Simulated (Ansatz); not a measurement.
## KNiF3 (Pm-3m): Hubbard U and Hund's J by constrained RPA

Wanted: the parameters of a Hubbard-Kanamori model for KNiF3 (Pm-3m).

Main program and level: Ansatz 0.2.0; non-magnetic LDA, then constrained RPA, plane waves, PAW.

Most raw output is cut from this account.

The database entry behind the starting cell differs from later determinations by our own check (about 0.35 % short), so it need not match the best structure at ambient conditions.

### 1. The starting structure

It takes space group Pm-3m (No. 221, cubic). The conventional cell has a = 4.000 Å, b = 4.000 Å, c = 4.000 Å, α = 90.00°, β = 90.00°, γ = 90.00°. Nearest to K lie 12 F at 2.83 Å. Nearest to Ni lie 6 F at 2.00 Å. Nearest to F lie 2 Ni at 2.00 Å and 4 K at 2.83 Å. Farther neighbours and most contacts between anions are not listed.

The cell and positions come from the Crystallography Open Database and are kept as given unless a step says otherwise. The program's search for lower electronic states was switched off, so nothing shows that the state found is the lowest. The default PAW set here is soft_2. Its files were made with PBE.

### 2. LDA bands and orbital weights

This step: DFT, LDA, plane waves, PAW.

Input file input.yaml:

```yaml
crystal:
  lattice:
    - [0.0, 0.0, -4.0]
    - [0.0, -4.0, 0.0]
    - [-4.0, 0.0, 0.0]
  atoms:
    - { symbol: K, position: [0.0, 0.0, 0.0] }
    - { symbol: Ni, position: [0.5, 0.5, 0.5] }
    - { symbol: F, position: [0.5, 0.5, 0.0] }
    - { symbol: F, position: [0.0, 0.5, 0.5] }
    - { symbol: F, position: [0.5, 0.0, 0.5] }
kpoints:
  mp_grid: { grid: [6, 6, 6] }
  band_path:
    path:
      - [[0.0, 0.0, 0.0], [0.0, 0.5, 0.0], [0.5, 0.5, 0.0], [0.0, 0.0, 0.0], [0.5, 0.5, 0.5], [0.0, 0.5, 0.0]]
      - [[0.5, 0.5, 0.5], [0.5, 0.5, 0.0]]
    npoints: 10
hamiltonian:
  xc: lda
scf:
  occupations: { method: gaussian, width: 0.08 }
  n_extra_bands: 19
  max_iter: 150
  lower_state_search: "off"
output:
  eigenvalues: true
  fatbands: true
  write_density: true
  write_potential: true
  elf: true
  volumetric_format: npy
```

The run is started by

```sh
$ ansatz run input.yaml --threads 8 --pin off --max-ram 14745MiB --backend cpu --events-out ev --progress --plain --runs-dir out
```

It took 1.3 s on 8 threads of Arm Neoverse V2, shared host; peak memory 0.43 GiB.

Electronic bands along the path, in eV, zero at the Fermi level:

```tsv
point	band 21	band 22	band 23	band 24	band 25	band 26	band 27	band 28
Γ	-1.16	-1.16	-1.16	-0.86	-0.86	3.26	6.80	6.80
halfway	-1.16	-0.86	-0.86	-0.86	-0.29	4.35	7.28	7.28
X	-1.15	-0.86	-0.59	-0.59	0.09	6.38	6.61	7.80
halfway	-0.85	-0.59	-0.57	-0.48	0.62	6.75	7.28	8.34
M	-0.59	-0.59	-0.49	-0.34	1.19	7.26	8.34	8.94
halfway	-0.87	-0.84	-0.69	-0.60	0.17	5.16	7.62	7.93
Γ	-1.16	-1.16	-1.16	-0.86	-0.86	3.26	6.80	6.80
halfway	-0.69	-0.66	-0.66	0.16	0.16	5.72	8.08	8.08
R	-0.32	-0.32	-0.32	1.19	1.19	7.00	7.00	7.00
halfway	-0.67	-0.48	-0.46	0.15	0.75	6.90	7.50	8.26
X	-1.15	-0.86	-0.59	-0.59	0.09	6.38	6.61	7.80
jump to R	-0.32	-0.32	-0.32	1.19	1.19	7.00	7.00	7.00
halfway	-0.46	-0.46	-0.33	0.40	1.19	7.15	7.70	7.70
M	-0.59	-0.59	-0.49	-0.34	1.19	7.26	8.34	8.94
```

Of the projections kept (Ni 3d, F 2p), the largest for each band there; the rest of the weight can lie on other orbitals:

```tsv
point	band 21	band 22	band 23	band 24	band 25	band 26	band 27	band 28
Γ	Ni 3d 0.99	Ni 3d 0.99	Ni 3d 0.99	Ni 3d 0.97	Ni 3d 0.97	-	-	-
X	Ni 3d 1.00	Ni 3d 0.97	Ni 3d 0.88	Ni 3d 0.88	Ni 3d 0.79	F 2p 0.12	F 2p 0.09	F 2p 0.01
M	Ni 3d 0.88	Ni 3d 0.88	Ni 3d 0.89	Ni 3d 0.87	Ni 3d 0.69	F 2p 0.13	F 2p 0.03	F 2p 0.01
Γ	Ni 3d 0.99	Ni 3d 0.99	Ni 3d 0.99	Ni 3d 0.97	Ni 3d 0.97	-	-	-
R	Ni 3d 0.86	Ni 3d 0.86	Ni 3d 0.86	Ni 3d 0.69	Ni 3d 0.69	-	-	-
X	Ni 3d 1.00	Ni 3d 0.97	Ni 3d 0.88	Ni 3d 0.88	Ni 3d 0.79	F 2p 0.12	F 2p 0.09	F 2p 0.01
```

Electrostatic potential energy in the ac plane at fractional y = 0.500, with atoms of Ni and F within 0.2 Å of it. With pseudopotentials it is smooth inside the atoms' cores, unlike the true potential.

Ten even steps from '_' (-57 eV) to '@' (11 eV), each cell a mean:
```
@@@@@@@@@@**--::--##@@@@@@@@
@@@@@@@@@@%%++==**@@@@@@@@@@
@@@@@@@@@@@@%%%%@@@@@@@@@@@@
@@@@@@@@@@%%####%%@@@@@@@@@@
**##@@@@%%**==--==##@@@@@@##
--==##@@##--____..==%%@@**--
::::**%%**..______--##%%==::
::--##@@##::______==##%%++--
++**@@@@%%++::..--**%%@@%%**
@@@@@@@@@@%%##**##%%@@@@@@@@
@@@@@@@@@@@@@@%%@@@@@@@@@@@@
@@@@@@@@@@@@##**##@@@@@@@@@@
@@@@@@@@@@**--::==##@@@@@@@@
@@@@@@@@@@++::::--**@@@@@@@@
```
Columns run along a (4.0 Å; values clipped at the 3rd and 97th percentile), rows up along c (4.0 Å). Atoms in or near the plane, at fractional coordinates: Ni at (0.50, 0.50), F at (0.50, 0.00), F at (0.00, 0.50).

Valence density in the ac plane at fractional y = 0.500, with atoms of Ni and F within 0.2 Å of it. It is the smooth field of the valence electrons, not physical close to the nuclei.

Ten steps, logarithmic in the rise over the least value, from '0' (0 e/Å³) to '9' (50 e/Å³), each cell a mean:
```
00001356531000
00001234310000
00000112100000
11000111100001
32101244310013
65211478631135
75312589841246
65312578741135
43111355421123
11000122110011
00000111100000
00000133210000
00001355521000
00001467631000
```
Columns run along a (4.0 Å), rows up along c (4.0 Å). Atoms in or near the plane, at fractional coordinates: Ni at (0.50, 0.50), F at (0.50, 0.00), F at (0.00, 0.50).

### 3. Constrained RPA: Ni d, bands v4 to c1, 6×6×6 mesh, medium accuracy

Constrained RPA screens the interaction with every transition except those inside the target bands, which a later many-body model would treat itself.

This step: constrained RPA on LDA, plane waves, PAW.

input.yaml, the sections that differ from step 2:

```yaml
kpoints:
  mp_grid: { grid: [6, 6, 6] }
output:
  crpa:
    kmesh: [6, 6, 6]
    target_bands: [v4, c1]
    projections: [{ species: Ni, l: d, shell: 3 }]
  local_orbitals:
    kmesh: [6, 6, 6]
    orbitals: [{ species: Ni, l: d, shell: 3 }]
    window: { bands: [v4, c1] }
    seedname: lo
# crystal, hamiltonian, scf: as in step 2
```

Elapsed: 2.8 min, on 8 threads; peak memory 0.89 GiB; 21 min of CPU time.

Numbers from this step:

* U: 8.167 eV
* U prime (inter-orbital): 6.869 eV
* J: 0.6488 eV
* bare V: 23.24 eV
* bare J: 0.7815 eV
* stated bound on U: 0.02640 eV
* U over bare V: 0.3514
* electrons in the window: 8.000
* head of the constrained inverse dielectric matrix: 0.4270
* least eigenvalue of the projection's overlap: 0.6851
* target functions: 5
* bands in the sums: 50
* r.m.s. miss of the model bands: 5.53e-4 eV
* width of the target bands: 2.353 eV
* weight of the projected orbitals in the window: 0.8720

On the Ni d shell, screening brings the on-site interaction from 23.2 eV down to U = 8.17 eV.

Kanamori averages over each shell's functions. Crpa shells, by row:

```tsv
site	element	shell	orbitals	U (eV)	U' (eV)	J (eV)	bare V (eV)	bare V' (eV)	bare J (eV)	bound on U (eV)
2	Ni	3D	5	8.167	6.869	0.6488	23.24	21.64	0.7815	0.0264
```

Density-density elements U_iijj, eV. U matrix, by row:

```tsv
orbital	Ni2 dz2	Ni2 dxz	Ni2 dyz	Ni2 dx2-y2	Ni2 dxy
Ni2 dz2	7.853	7.081	7.081	6.355	6.557
Ni2 dxz	7.081	8.377	6.964	6.732	6.964
Ni2 dyz	7.081	6.964	8.377	6.732	6.964
Ni2 dx2-y2	6.355	6.732	6.732	7.853	7.256
Ni2 dxy	6.557	6.964	6.964	7.256	8.377
```

Exchange elements U_ijji, eV. J matrix, by row:

```tsv
orbital	Ni2 dz2	Ni2 dxz	Ni2 dyz	Ni2 dx2-y2	Ni2 dxy
Ni2 dz2	-	0.512	0.512	0.749	0.777
Ni2 dxz	0.512	-	0.713	0.688	0.713
Ni2 dyz	0.512	0.713	-	0.688	0.713
Ni2 dx2-y2	0.749	0.688	0.688	-	0.423
Ni2 dxy	0.777	0.713	0.713	0.423	-
```

Projected local orbitals of the target window. Electronic bands along the path, in eV, zero at the Fermi level; # counts the bands kept:

```tsv
point	#1	#2	#3	#4	#5
Γ	-1.16	-1.16	-1.16	-0.86	-0.86
halfway	-1.16	-0.86	-0.86	-0.86	-0.29
X	-1.15	-0.86	-0.59	-0.59	0.09
halfway	-0.85	-0.59	-0.57	-0.48	0.62
M	-0.59	-0.59	-0.49	-0.34	1.19
halfway	-0.87	-0.84	-0.69	-0.60	0.18
Γ	-1.16	-1.16	-1.16	-0.86	-0.86
halfway	-0.69	-0.66	-0.66	0.17	0.17
R	-0.32	-0.32	-0.32	1.19	1.19
halfway	-0.67	-0.48	-0.46	0.15	0.75
X	-1.15	-0.86	-0.59	-0.59	0.09
jump to R	-0.32	-0.32	-0.32	1.19	1.19
halfway	-0.46	-0.46	-0.33	0.40	1.19
M	-0.59	-0.59	-0.49	-0.34	1.19
```

The same for Kohn-Sham, solved directly:

```tsv
point	#1	#2	#3	#4	#5
Γ	-1.16	-1.16	-1.16	-0.86	-0.86
X	-1.15	-0.86	-0.59	-0.59	0.09
M	-0.59	-0.59	-0.49	-0.34	1.19
Γ	-1.16	-1.16	-1.16	-0.86	-0.86
R	-0.32	-0.32	-0.32	1.19	1.19
X	-1.15	-0.86	-0.59	-0.59	0.09
R	-0.32	-0.32	-0.32	1.19	1.19
M	-0.59	-0.59	-0.49	-0.34	1.19
```

Onsite levels, by row:

```tsv
orbital	level less Fermi level (eV)
Ni2 dz2	0.0926
Ni2 dxz	-0.6664
Ni2 dyz	-0.6664
Ni2 dx2-y2	0.0926
Ni2 dxy	-0.6664
```

Largest distinct elements between sites. Hoppings, by row:

```tsv
from	to	cell	distance (Å)	t (eV)
Ni2 dz2	Ni2 dz2	-1 0 0	4	-0.3371
Ni2 dx2-y2	Ni2 dx2-y2	0 0 1	4	-0.2534
Ni2 dz2	Ni2 dx2-y2	0 0 1	4	0.145
Ni2 dxy	Ni2 dxy	0 -1 0	4	-0.0997
Ni2 dz2	Ni2 dz2	0 0 1	4	-0.086
Ni2 dx2-y2	Ni2 dx2-y2	0 -1 1	5.657	0.0342
Ni2 dz2	Ni2 dz2	-1 0 1	5.657	0.0227
Ni2 dz2	Ni2 dz2	-2 0 0	8	-0.0226
Ni2 dx2-y2	Ni2 dz2	1 0 -1	5.657	-0.02
Ni2 dxy	Ni2 dxy	0 -1 1	5.657	-0.0185
Ni2 dx2-y2	Ni2 dx2-y2	0 0 -2	8	-0.017
Ni2 dz2	Ni2 dz2	0 -1 1	5.657	-0.012
```

### 4. Constrained RPA: Ni d + anion p, bands v13 to c1, 6×6×6 mesh, medium accuracy

input.yaml, the sections that differ from step 3:

```yaml
output:
  crpa:
    kmesh: [6, 6, 6]
    target_bands: [v13, c1]
    projections: [{ species: Ni, l: d, shell: 3 }, { species: F, l: p, shell: 2 }]
  local_orbitals:
    kmesh: [6, 6, 6]
    orbitals: [{ species: Ni, l: d, shell: 3 }, { species: F, l: p, shell: 2 }]
    window: { bands: [v13, c1] }
    seedname: lo
# crystal, kpoints, hamiltonian, scf: as in step 3
```

Run time: 10 min. Hardware: 8 threads; peak memory 1.1 GiB.

Numbers from this step:

* U: 11.39 eV
* U prime (inter-orbital): 9.831 eV
* J: 0.7860 eV
* bare V: 26.65 eV
* bare J: 0.9309 eV
* stated bound on U: 0.03802 eV
* U over bare V: 0.4273
* electrons in the window: 26.00
* head of the constrained inverse dielectric matrix: 0.4615
* least eigenvalue of the projection's overlap: 0.7988
* target functions: 14
* bands in the sums: 50
* r.m.s. miss of the model bands: 1.58e-4 eV
* width of the target bands: 9.012 eV
* weight of the projected orbitals in the window: 0.9746

On the Ni d shell, screening brings the on-site interaction from 26.7 eV down to U = 11.39 eV.

Kanamori averages over each shell's functions. Crpa shells, by row:

```tsv
site	element	shell	orbitals	U (eV)	U' (eV)	J (eV)	bare V (eV)	bare V' (eV)	bare J (eV)	bound on U (eV)
2	Ni	3D	5	11.39	9.831	0.786	26.65	24.78	0.9309	0.03802
3	F	2P	3	10.05	8.307	0.8597	22.42	20.26	1.07	0.02655
4	F	2P	3	10.05	8.307	0.8597	22.42	20.26	1.07	0.02655
5	F	2P	3	10.05	8.307	0.8597	22.42	20.26	1.07	0.02655
```

Projected local orbitals of the target window. Electronic bands along the path, in eV, zero at the Fermi level; # counts the bands kept:

```tsv
point	#10	#11	#12	#13	#14
Γ	-1.16	-1.16	-1.16	-0.86	-0.86
halfway	-1.16	-0.86	-0.86	-0.86	-0.29
X	-1.15	-0.86	-0.59	-0.59	0.09
halfway	-0.85	-0.59	-0.57	-0.48	0.62
M	-0.59	-0.59	-0.49	-0.34	1.19
halfway	-0.87	-0.84	-0.69	-0.60	0.17
Γ	-1.16	-1.16	-1.16	-0.86	-0.86
halfway	-0.69	-0.66	-0.66	0.16	0.16
R	-0.32	-0.32	-0.32	1.19	1.19
halfway	-0.67	-0.48	-0.46	0.15	0.75
X	-1.15	-0.86	-0.59	-0.59	0.09
jump to R	-0.32	-0.32	-0.32	1.19	1.19
halfway	-0.46	-0.46	-0.33	0.40	1.19
M	-0.59	-0.59	-0.49	-0.34	1.19
```

The same for Kohn-Sham, solved directly:

```tsv
point	#10	#11	#12	#13	#14
Γ	-1.16	-1.16	-1.16	-0.86	-0.86
X	-1.15	-0.86	-0.59	-0.59	0.09
M	-0.59	-0.59	-0.49	-0.34	1.19
Γ	-1.16	-1.16	-1.16	-0.86	-0.86
R	-0.32	-0.32	-0.32	1.19	1.19
X	-1.15	-0.86	-0.59	-0.59	0.09
R	-0.32	-0.32	-0.32	1.19	1.19
M	-0.59	-0.59	-0.49	-0.34	1.19
```

Onsite levels, by row:

```tsv
orbital	level less Fermi level (eV)
Ni2 dz2	-0.9861
Ni2 dxz	-1.08
Ni2 dyz	-1.08
Ni2 dx2-y2	-0.9861
Ni2 dxy	-1.08
F3 pz	-4.213
F3 px	-5.384
F3 py	-4.213
F4 pz	-5.384
F4 px	-4.213
F4 py	-4.213
F5 pz	-4.213
F5 px	-4.213
F5 py	-5.384
```

Largest distinct elements between sites. Hoppings, by row:

```tsv
from	to	cell	distance (Å)	t (eV)
F4 pz	Ni2 dz2	0 0 0	2	1.337
F5 py	Ni2 dx2-y2	0 -1 0	2	1.158
F5 py	Ni2 dz2	0 -1 0	2	0.6687
F3 pz	Ni2 dxz	0 0 -1	2	0.6348
F5 py	F3 px	0 0 1	2.828	0.3492
F5 pz	F4 py	0 -1 0	2.828	0.1899
F3 py	F5 py	0 1 0	2.828	0.1799
F4 px	F5 px	-1 0 0	2.828	-0.0579
F3 py	F3 py	0 0 -1	4	-0.0454
Ni2 dz2	Ni2 dz2	-1 0 0	4	0.0403
F4 pz	F4 pz	1 0 0	4	-0.0362
Ni2 dx2-y2	Ni2 dx2-y2	0 1 0	4	0.03
```

### 5. The windows together

Times are wall times on 8 threads of Arm Neoverse V2, shared host, good to a factor of about two.

```tsv
target	bands	functions	width (eV)	bare V (eV)	U (eV)	U′ (eV)	J (eV)	U/V	time
Ni d	v4–c1	5	2.35	23.24	8.17	6.87	0.65	0.35	2.8 min
Ni d + anion p	v13–c1	14	9.01	26.65	11.39	9.83	0.79	0.43	10 min
```

### 6. What came out

| Quantity | Value |
| --- | --- |
| Ni d | U 8.17 eV, U′ 6.87 eV, J 0.65 eV, bare V 23.2 eV |
| Ni d + anion p | U 11.39 eV, U′ 9.83 eV, J 0.79 eV, bare V 26.7 eV |
| method | constrained RPA on non-magnetic LDA, 6×6×6 mesh, static; search for lower states off |

In words: For Ni d, screening cuts the on-site interaction from 23.24 eV to 8.17 eV (35 %), while J goes only from 0.78 eV to 0.65 eV: the monopole is screened far more than the multipoles. U − 2J differs from U′ by +0.001 eV, so the Kanamori relation holds well. U is 3.5 times the width of the target bands. With the window Ni d + anion p U becomes 11.39 eV and the bare V 26.65 eV, so U/V goes from 0.35 to 0.43. The parent state is non-magnetic and the interaction static (zero frequency); U depends on the window and the orbitals, so it belongs to this model alone. The bands cross the Fermi level under this constraint, which need not be the crystal's state: magnetic order, correlation or a lattice distortion may open a gap. A window that holds the anion p bands defines a model with explicit ligands; its U belongs to that model and is not the U of DFT+U.

[Paths, hosts, dates, memory and timing lines, banners, echoed tables and standing remarks are left out of the program output.]

[Logs are printed without paths, hosts, clocks, repeated set-up lines and the standing remarks that a program may print on its own settings, such as how far it seeks lower states.]

[Runs of the session that timed out or met a known fault of the program may be left out.]

[Hosts, paths, dates, database ids (printed as entryN), source tags and the programs' standing remarks are cut or masked in the printed files.]
